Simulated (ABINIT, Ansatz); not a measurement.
**Li3SI (Pm-3m): from the cell to the phonon bands**

How does Li3SI (Pm-3m) vibrate, and is this structure a minimum?

Method: DFT LDA, scalar-relativistic, plane waves, PseudoDojo norm-conserving pseudopotentials, in ABINIT 10.8.3.

The structure was built from a prototype and need not be the compound's stable phase.

**1. The starting structure**

The structure is cubic, space group Pm-3m (No. 221). Conventional cell: a = 4.610 Å, b = 4.610 Å, c = 4.610 Å, α = 90.00°, β = 90.00°, γ = 90.00°. Nearest to I lie 12 Li at 3.26 Å. Nearest to S lie 6 Li at 2.30 Å. Nearest to Li lie 2 S at 2.30 Å and 4 I at 3.26 Å and 8 Li at 3.26 Å. Farther neighbours and most contacts between anions are not listed.

As a file:

```cif
data_structure
_symmetry_space_group_name_H-M 'Pm-3m'
_symmetry_Int_Tables_number 221
_cell_length_a 4.6098
_cell_length_b 4.6098
_cell_length_c 4.6098
_cell_angle_alpha 90.000
_cell_angle_beta 90.000
_cell_angle_gamma 90.000
_cell_volume 97.96
loop_
_atom_site_label
_atom_site_type_symbol
_atom_site_symmetry_multiplicity
_atom_site_Wyckoff_symbol
_atom_site_fract_x
_atom_site_fract_y
_atom_site_fract_z
_atom_site_occupancy
I1 I 1 a 0.00000 0.00000 0.00000 1
S1 S 1 b 0.50000 0.50000 0.50000 1
Li1 Li 3 c 0.50000 0.50000 0.00000 1
```

**2. Relaxation**

The harmonic expansion needs vanishing forces, and a free crystal bears no stress, so cell and atoms are brought to rest. Stress is more sensitive to the basis than forces are: the last 3 Ha under the cutoff are smoothed with ecutsm, and the cutoff is raised above that of the later runs.

The starting cell comes from a relaxation made beforehand in Ansatz (LDA, PseudoDojo NC).

Contents of relax.abi:

```
# relaxation
ionmov 2
optcell 2
dilatmx 1.08
ntime 40
tolmxf 1.0d-05
tolvrs 1.0d-14
prtwf 0
prtden 0
chksymtnons 0

# basis, mesh and filling
ecut 41.0
ecutsm 3.0
ngkpt 4 4 4
nshiftk 1
shiftk 0.0 0.0 0.0
istwfk *1
occopt 1
nband 11
nstep 100
diemac 9.0
prtebands 0
prtgsr 0
useylm 1

# cell and atoms
acell 3*1.0 Angstrom
rprim 
    4.609839457 0.0 0.0
    0.0 4.609839457 0.0
    0.0 0.0 4.609839457
ntypat 3
znucl 53 16 3
natom 5
typat 1 2 3 3 3
xred 
    0.0 0.0 0.0
    0.5 0.5 0.5
    0.5 0.5 0.0
    0.5 0.0 0.5
    0.0 0.5 0.5
pp_dirpath "./pseudo"
pseudos "I.upf, S.upf, Li.upf"
```

The run is started by

```console
OMP_NUM_THREADS=1 mpirun -n 4 abinit relax.abi > relax.log
```

Numbers of over 12 decimals in the logs are rounded to 6 here.

relax.abo, the main output file:

```text
[banners, grids, parts of the stress and lines that vanish by symmetry left out]
- input  file    -> relax.abi
- output file    -> relax.abo
- root for input  files -> relaxi
[...]
Symmetries : space group Pm -3 m (#221); Bravais cP (primitive cubic)
[...]
mpw =       10488          nfft =      216000          nkpt =          10
[...]
== DATASET  1 ==================================================================
[...]
cutoff_energies: {ecut:  41.0, pawecutdg:  -1.0, }
[...]
ETOT  1  -45.549267189950    -4.555E+01 1.052E-01 1.331E+03
 ETOT  2  -45.644808333978    -9.554E-02 8.293E-06 1.085E+02
 ETOT  3  -45.654599107565    -9.791E-03 1.175E-04 1.048E+01
 ETOT  4  -45.655038633289    -4.395E-04 1.728E-05 2.830E-02
 ETOT  5  -45.655039745845    -1.113E-06 1.839E-08 1.991E-03
[...]
At SCF step   12       vres2   =  2.06E-16 < tolvrs=  1.00E-14 =>converged.
[...]
sigma(1 1)= -5.26662688E-07  sigma(3 2)=  0.00000000E+00
  sigma(2 2)= -5.26662688E-07  sigma(3 1)=  0.00000000E+00
  sigma(3 3)= -5.26662688E-07  sigma(2 1)=  0.00000000E+00
[...]
convergence: {deltae:  0.000E+00, res2:  2.065E-16, residm:  6.937E-20, diffor: null, }
etotal    :  -4.56550398E+01
[...]
ETOT  1  -45.655039795267    -4.566E+01 8.269E-12 1.489E-04
[...]
At SCF step    8       vres2   =  1.72E-15 < tolvrs=  1.00E-14 =>converged.
[...]
sigma(1 1)= -4.74851755E-07  sigma(3 2)=  0.00000000E+00
  sigma(2 2)= -4.74851755E-07  sigma(3 1)=  0.00000000E+00
  sigma(3 3)= -4.74851755E-07  sigma(2 1)=  0.00000000E+00
[...]
convergence: {deltae: -3.979E-13, res2:  1.716E-15, residm:  7.061E-20, diffor: null, }
etotal    :  -4.56550398E+01
[...]
ETOT  1  -45.655039366649    -4.566E+01 9.197E-12 1.252E-02
[...]
ETOT  8  -45.655039869597     9.095E-13 5.549E-18 1.235E-13
 ETOT  9  -45.655039869599    -1.663E-12 2.924E-20 1.056E-15
 At SCF step    9       vres2   =  1.06E-15 < tolvrs=  1.00E-14 =>converged.
[...]
sigma(1 1)= -2.76630666E-10  sigma(3 2)=  0.00000000E+00
  sigma(2 2)= -2.76630667E-10  sigma(3 1)=  0.00000000E+00
  sigma(3 3)= -2.76630668E-10  sigma(2 1)=  0.00000000E+00
[...]
convergence: {deltae: -1.663E-12, res2:  1.056E-15, residm:  2.924E-20, diffor: null, }
etotal    :  -4.56550399E+01
[...]
At Broyd/MD step   3, gradients are converged :
[...]
sigma(1 1)= -2.76630666E-10  sigma(3 2)=  0.00000000E+00
  sigma(2 2)= -2.76630667E-10  sigma(3 1)=  0.00000000E+00
  sigma(3 3)= -2.76630668E-10  sigma(2 1)=  0.00000000E+00
[...]
- sigma(1 1)= -8.13875517E-06  sigma(3 2)=  0.00000000E+00
- sigma(2 2)= -8.13875520E-06  sigma(3 1)=  0.00000000E+00
- sigma(3 3)= -8.13875525E-06  sigma(2 1)=  0.00000000E+00
[...]
fcart     -0.0000000000E+00 -0.0000000000E+00 -0.0000000000E+00
           strten     -2.7663066564E-10 -2.7663066672E-10 -2.7663066824E-10
================================================================================

[key lines of the parts left out:]
pressure_GPa:   8.1388E-06
Total energy (etotal) [Ha]= -4.56550398695990E+01
```

Wall time 38 s (4 MPI ranks of Arm Neoverse V1, shared host).

Little changed from the start: no atom moved by 0.005 Å and no cell edge by 0.1 %.

Numbers from this step:

* volume per atom: 19.60 Å³
* pressure: 8.14e-6 GPa

**3. Ground state**

First-order wavefunctions inherit every error of the ground state, hence the very tight tolvrs.

Contents of gs.abi:

```
# ground state
tolvrs 1.0d-16
prtden 1
prtwf 1
prtpot 1

# basis, mesh and filling
ecut 33.0
ngkpt 4 4 4
nshiftk 1
shiftk 0.0 0.0 0.0
istwfk *1
occopt 1
nband 11
nstep 100
diemac 9.0
prtebands 0
prtgsr 0
useylm 1

# cell and atoms
acell 3*1.0 Angstrom
rprim 
    4.610580155 0.0 0.0
    0.0 4.610580155 0.0
    0.0 0.0 4.610580155
ntypat 3
znucl 53 16 3
natom 5
typat 1 2 3 3 3
xred 
    0.0 0.0 0.0
    0.5 0.5 0.5
    0.5 0.5 0.0
    0.5 0.0 0.5
    0.0 0.5 0.5
pp_dirpath "./pseudo"
pseudos "I.upf, S.upf, Li.upf"
```

The run is started by

```console
OMP_NUM_THREADS=1 mpirun -n 4 abinit gs.abi > gs.log
```

gs.abo, the main output file:

```text
[banners, grids, parts of the stress and lines that vanish by symmetry left out]
- input  file    -> gs.abi
- output file    -> gs.abo
- root for input  files -> gsi
[...]
Symmetries : space group Pm -3 m (#221); Bravais cP (primitive cubic)
[...]
mpw =        6031          nfft =      110592          nkpt =          10
[...]
== DATASET  1 ==================================================================
[...]
cutoff_energies: {ecut:  33.0, pawecutdg:  -1.0, }
[...]
ETOT  1  -45.538576529071    -4.554E+01 7.444E-02 6.752E+02
 ETOT  2  -45.645241602333    -1.067E-01 8.022E-06 5.200E+01
 ETOT  3  -45.654282885580    -9.041E-03 1.166E-04 5.420E+00
 ETOT  4  -45.654729009561    -4.461E-04 1.718E-05 2.088E-02
 ETOT  5  -45.654730792957    -1.783E-06 2.294E-08 1.132E-03
[...]
ETOT 12  -45.654730853305     7.390E-13 1.157E-19 1.237E-15
 ETOT 13  -45.654730853304     1.265E-12 4.417E-21 1.706E-18
 At SCF step   13       vres2   =  1.71E-18 < tolvrs=  1.00E-16 =>converged.
[...]
sigma(1 1)=  6.72204852E-06  sigma(3 2)=  0.00000000E+00
  sigma(2 2)=  6.72204852E-06  sigma(3 1)=  0.00000000E+00
  sigma(3 3)=  6.72204852E-06  sigma(2 1)=  0.00000000E+00
[...]
convergence: {deltae:  1.265E-12, res2:  1.706E-18, residm:  4.417E-21, diffor: null, }
etotal    :  -4.56547309E+01
[...]
sigma(1 1)=  6.72204852E-06  sigma(3 2)=  0.00000000E+00
  sigma(2 2)=  6.72204852E-06  sigma(3 1)=  0.00000000E+00
  sigma(3 3)=  6.72204852E-06  sigma(2 1)=  0.00000000E+00
[...]
- sigma(1 1)=  1.97769495E-01  sigma(3 2)=  0.00000000E+00
- sigma(2 2)=  1.97769495E-01  sigma(3 1)=  0.00000000E+00
- sigma(3 3)=  1.97769495E-01  sigma(2 1)=  0.00000000E+00
[...]
fcart     -0.0000000000E+00 -0.0000000000E+00 -0.0000000000E+00
           strten      6.7220485224E-06  6.7220485224E-06  6.7220485224E-06
================================================================================

[key lines of the parts left out:]
pressure_GPa:  -1.9777E-01
```

The job ended after 10 s (4 MPI ranks; 40 s of CPU time).

Read from the output:

```
pressure : -0.1978 GPa
```

The cell stands at -0.20 GPa: the relaxation ran with a smoothed and higher cutoff, and the difference is a stress of the finite basis.

**4. The gap at rest**

Empty bands on the ground state's density check that the gap assumed so far is there in this cell.

Contents of gap.abi:

```
# empty bands on the ground state's density
iscf -2
getden_filepath "gso_DEN"
tolwfr 1.0d-12
nbdbuf 2
prtwf 0

# basis, mesh and filling
ecut 33.0
ngkpt 4 4 4
nshiftk 1
shiftk 0.0 0.0 0.0
istwfk *1
occopt 1
nband 15
nstep 100
diemac 9.0
prtebands 0
prtgsr 0
useylm 1

# cell and atoms
acell 3*1.0 Angstrom
rprim 
    4.610580155 0.0 0.0
    0.0 4.610580155 0.0
    0.0 0.0 4.610580155
ntypat 3
znucl 53 16 3
natom 5
typat 1 2 3 3 3
xred 
    0.0 0.0 0.0
    0.5 0.5 0.5
    0.5 0.5 0.0
    0.5 0.0 0.5
    0.0 0.5 0.5
pp_dirpath "./pseudo"
pseudos "I.upf, S.upf, Li.upf"
```

The run is started by

```console
OMP_NUM_THREADS=1 mpirun -n 4 abinit gap.abi > gap.log
```

gap.abo, the main output file:

```text
[banners, grids, parts of the stress and lines that vanish by symmetry left out]
- input  file    -> gap.abi
- output file    -> gap.abo
- root for input  files -> gapi
[...]
Symmetries : space group Pm -3 m (#221); Bravais cP (primitive cubic)
[...]
mpw =        6031          nfft =      110592          nkpt =          10
[...]
== DATASET  1 ==================================================================
[...]
cutoff_energies: {ecut:  33.0, pawecutdg:  -1.0, }
[...]
-outvars: echo values of variables after computation
            acell      1.8897261259E+00  1.8897261259E+00  1.8897261259E+00 Bohr
================================================================================
```

Wall time 7.6 s (4 MPI ranks); 30 s of CPU time.

This step gave:

| Property | Result |
| --- | --- |
| gap on the k-mesh | 3.228 eV |

In this cell the gap on the mesh is 3.2 eV, direct, so fixed occupations hold.

**5. Zone-centre response**

The derivative of the wavefunctions by k comes first, since the response to a field is built on it; then the field and the displacements that symmetry doesn't supply are solved at q = 0.

It reads the wavefunctions written in step 3.

Contents of dfpt_gamma.abi:

```
ndtset 2

# common to the responses
getwfk_filepath "gso_WFK"
kptopt 2
nqpt 1
qpt 0.0 0.0 0.0
asr 0
chneut 0

# d/dk
rfelfd1 2
rfdir1 1 1 1
iscf1 -3
tolwfr1 1.0d-20

# displacements, field
rfphon2 1
rfatpol2 1 5
rfdir2 1 1 1
rfelfd2 3
getddk2 1
tolvrs2 1.0d-10
prtwf2 0
prtpot2 1

# basis, mesh and filling
ecut 33.0
ngkpt 4 4 4
nshiftk 1
shiftk 0.0 0.0 0.0
istwfk *1
occopt 1
nband 11
nstep 100
diemac 9.0
prtebands 0
prtgsr 0
useylm 1

# cell and atoms
acell 3*1.0 Angstrom
rprim 
    4.610580155 0.0 0.0
    0.0 4.610580155 0.0
    0.0 0.0 4.610580155
ntypat 3
znucl 53 16 3
natom 5
typat 1 2 3 3 3
xred 
    0.0 0.0 0.0
    0.5 0.5 0.5
    0.5 0.5 0.0
    0.5 0.0 0.5
    0.0 0.5 0.5
pp_dirpath "./pseudo"
pseudos "I.upf, S.upf, Li.upf"
```

The run is started by

```console
OMP_NUM_THREADS=1 mpirun -n 4 abinit dfpt_gamma.abi > dfpt_gamma.log
```

dfpt_gamma.abo, the main output file:

```text
[banners, grids, parts of the stress and lines that vanish by symmetry left out]
- input  file    -> dfpt_gamma.abi
- output file    -> dfpt_gamma.abo
- root for input  files -> dfpt_gammai
[...]
DATASET    1 : space group Pm -3 m (#221); Bravais cP (primitive cubic)
[...]
nfft =      110592          nkpt =          36
[...]
DATASET    2 : space group Pm -3 m (#221); Bravais cP (primitive cubic)
[...]
nfft =      110592          nkpt =          36
[...]
== DATASET  1 ==================================================================
[...]
cutoff_energies: {ecut:  33.0, pawecutdg:  -1.0, }
[...]
-  3.00000   3.00000  180309                  znucl, zion, pspdat
[...]
Perturbation : derivative vs k along direction   1
[...]
-ETOT  1  -12.162570964875     -1.216E+01 6.833E-02 0.000E+00
 ETOT  2  -12.177264161489     -1.469E-02 3.100E-04 0.000E+00
 ETOT  3  -12.177318891008     -5.473E-05 3.916E-06 0.000E+00
 ETOT  4  -12.177319267950     -3.769E-07 2.942E-08 0.000E+00
 ETOT  5  -12.177319271244     -3.294E-09 4.809E-10 0.000E+00
[...]
At SCF step   11   max residual=  9.99E-21 < tolwfr=  1.00E-20 =>converged.
[...]
Perturbation : derivative vs k along direction   2
[...]
-ETOT  1  -12.162345370638     -1.216E+01 6.833E-02 0.000E+00
[...]
At SCF step   11   max residual=  9.99E-21 < tolwfr=  1.00E-20 =>converged.
[...]
Perturbation : derivative vs k along direction   3
[...]
-ETOT  1  -12.162571713340     -1.216E+01 6.833E-02 0.000E+00
[...]
At SCF step   11   max residual=  9.99E-21 < tolwfr=  1.00E-20 =>converged.
[...]
1        1       1.2738479073   -0.0000000000
     1        2       0.0000000000    0.0000000000
     1        3       0.0000000000    0.0000000000
     2        1       0.0000000000    0.0000000000
     2        2       1.2738479073   -0.0000000000
     2        3       0.0000000000    0.0000000000
     3        1       0.0000000000    0.0000000000
     3        2       0.0000000000    0.0000000000
     3        3       1.2738479073    0.0000000000
[...]
== DATASET  2 ==================================================================
[...]
cutoff_energies: {ecut:  33.0, pawecutdg:  -1.0, }
[...]
Perturbation : displacement of atom   1   along direction   1
[...]
-ETOT  1  0.991960     -3.477E+02 3.801E+00 7.373E+02
[...]
At SCF step    9       vres2   =  4.27E-12 < tolvrs=  1.00E-10 =>converged.
[...]
Perturbation : displacement of atom   2   along direction   1
[...]
-ETOT  1   7.427664     -5.567E+02 2.288E+00 9.079E+03
[...]
At SCF step    9       vres2   =  6.10E-11 < tolvrs=  1.00E-10 =>converged.
[...]
Perturbation : displacement of atom   3   along direction   1
[...]
-ETOT  1  0.736029     -2.597E+03 3.016E+01 1.069E+03
[...]
At SCF step   10       vres2   =  8.22E-12 < tolvrs=  1.00E-10 =>converged.
[...]
Perturbation : displacement of atom   3   along direction   3
[...]
-ETOT  1   6.063212     -2.579E+03 2.839E+01 3.797E+03
[...]
At SCF step   10       vres2   =  1.49E-12 < tolvrs=  1.00E-10 =>converged.
[...]
Perturbation : homogeneous electric field along direction   1
[...]
-ETOT  1  -85.602382119885     -8.560E+01 1.054E+00 3.625E+04
[...]
ETOT  9  -97.327215665791     -9.152E-12 3.551E-14 7.279E-10
 ETOT 10  -97.327215665791      1.137E-13 1.036E-15 3.682E-11
 At SCF step   10       vres2   =  3.68E-11 < tolvrs=  1.00E-10 =>converged.
[...]
Dielectric tensor, in cartesian coordinates,
[...]
1    7   1    7         4.5557398848        -0.0000000000
   1    7   2    7        -0.0000000000        -0.0000000000
   1    7   3    7        -0.0000000000        -0.0000000000
   2    7   1    7        -0.0000000000        -0.0000000000
   2    7   2    7         4.5557398848        -0.0000000000
   2    7   3    7        -0.0000000000        -0.0000000000
   3    7   1    7        -0.0000000000        -0.0000000000
   3    7   2    7        -0.0000000000        -0.0000000000
   3    7   3    7         4.5557398848        -0.0000000000
  Effective charges, in cartesian coordinates,
[...]
1    1   1    7        -1.5241199212         0.0000000000
   2    1   1    7         0.0000000000         0.0000000000
   3    1   1    7         0.0000000000         0.0000000000
   1    2   1    7        -2.0741812126         0.0000000000
   2    2   1    7         0.0000000000         0.0000000000
[...]
Effective charges, in cartesian coordinates,
[...]
2    7   1    5         0.0000000000         0.0000000000
   3    7   1    5         0.0000000000         0.0000000000
   1    7   2    5         0.0000000000         0.0000000000
   2    7   2    5         1.1930858619         0.0000000000
   3    7   2    5         0.0000000000         0.0000000000
   1    7   3    5         0.0000000000         0.0000000000
   2    7   3    5         0.0000000000         0.0000000000
   3    7   3    5         1.1930858619         0.0000000000
  Phonon wavevector (reduced coordinates) :  0.00000  0.00000  0.00000
 Phonon energies in Hartree :
[...]
Phonon frequencies in cm-1    :
- -4.607096E+01 -4.607096E+01 -4.607096E+01 -3.742421E+01 -3.742421E+01
- -3.742421E+01  1.335475E-01  1.335483E-01  1.335508E-01  1.361395E+02
-  1.361395E+02  1.361395E+02  5.245826E+02  5.245826E+02  5.245826E+02
  Phonon at Gamma, with non-analyticity in the
[...]
Phonon energies in Hartree :
[...]
Phonon frequencies in cm-1    :
- -4.607096E+01 -4.607096E+01 -4.607096E+01 -3.742421E+01 -3.742421E+01
-  3.736021E-02  1.335475E-01  1.335483E-01  1.119099E+02  1.361395E+02
-  1.361395E+02  2.281451E+02  5.245826E+02  5.245826E+02  5.585914E+02
  Phonon at Gamma, with non-analyticity in the
[...]
Phonon energies in Hartree :
[...]
Phonon frequencies in cm-1    :
- -4.607096E+01 -4.607096E+01 -4.607096E+01 -3.742421E+01 -3.742421E+01
-  3.735135E-02  1.335475E-01  1.335508E-01  1.119099E+02  1.361395E+02
-  1.361395E+02  2.281451E+02  5.245826E+02  5.245826E+02  5.585914E+02
  Phonon at Gamma, with non-analyticity in the
[...]
Phonon energies in Hartree :
[...]
Phonon frequencies in cm-1    :
- -4.607096E+01 -4.607096E+01 -4.607096E+01 -3.742421E+01 -3.742421E+01
-  3.734839E-02  1.335483E-01  1.335508E-01  1.119099E+02  1.361395E+02
-  1.361395E+02  2.281451E+02  5.245826E+02  5.245826E+02  5.585914E+02
[...]
fcart2     0.0000000000E+00  0.0000000000E+00  0.0000000000E+00
           strten2     0.0000000000E+00  0.0000000000E+00  0.0000000000E+00
================================================================================
```

Wall time 1.8 min (4 MPI ranks).

This step gave:

* miss of the charge sum rule: 0.02769 e
* largest acoustic frequency at the zone centre before the sum rule: 0.13 cm⁻¹
* highest optical zone-centre mode (no LO-TO term): 524.6 cm⁻¹
* lowest optical zone-centre mode: -46.07 cm⁻¹
* mean high-frequency dielectric constant: 4.556
* largest Born charge in size (third of the trace): 2.074 e

Born charge (rows field, columns displacement), before the sum rule (e), principal values of the symmetric part by kind of site:

```
atom  atoms with these values    low  middle   high   mean
  I1                        1  -1.52   -1.52  -1.52  -1.52
  S2                        1  -2.07   -2.07  -2.07  -2.07
 Li3                        3   1.18    1.19   1.19   1.19
```

In full for S2:

```
-2.07  0.00  0.00
 0.00 -2.07  0.00
 0.00  0.00 -2.07
```

High-frequency dielectric tensor:

```
4.56 0.00 0.00
0.00 4.56 0.00
0.00 0.00 4.56
```

The acoustic modes at Γ come out as far as 0.1 cm⁻¹ from zero, where they should vanish, a small numerical error; the Born charges miss their sum rule by 0.028 e, which is fair. The lowest optical mode is imaginary, 46i cm⁻¹, an instability at this level and on this k mesh.

(Continued in part 2 of 3.)

[Host names and launcher messages were left out of these logs when they were recorded.]

[Logs are printed without paths, hosts, clocks, repeated set-up lines and the standing remarks that a program may print on its own settings, such as how far it seeks lower states.]

[Hosts, paths, dates, database ids (printed as entryN), source tags and the programs' standing remarks are cut or masked in the printed files.]
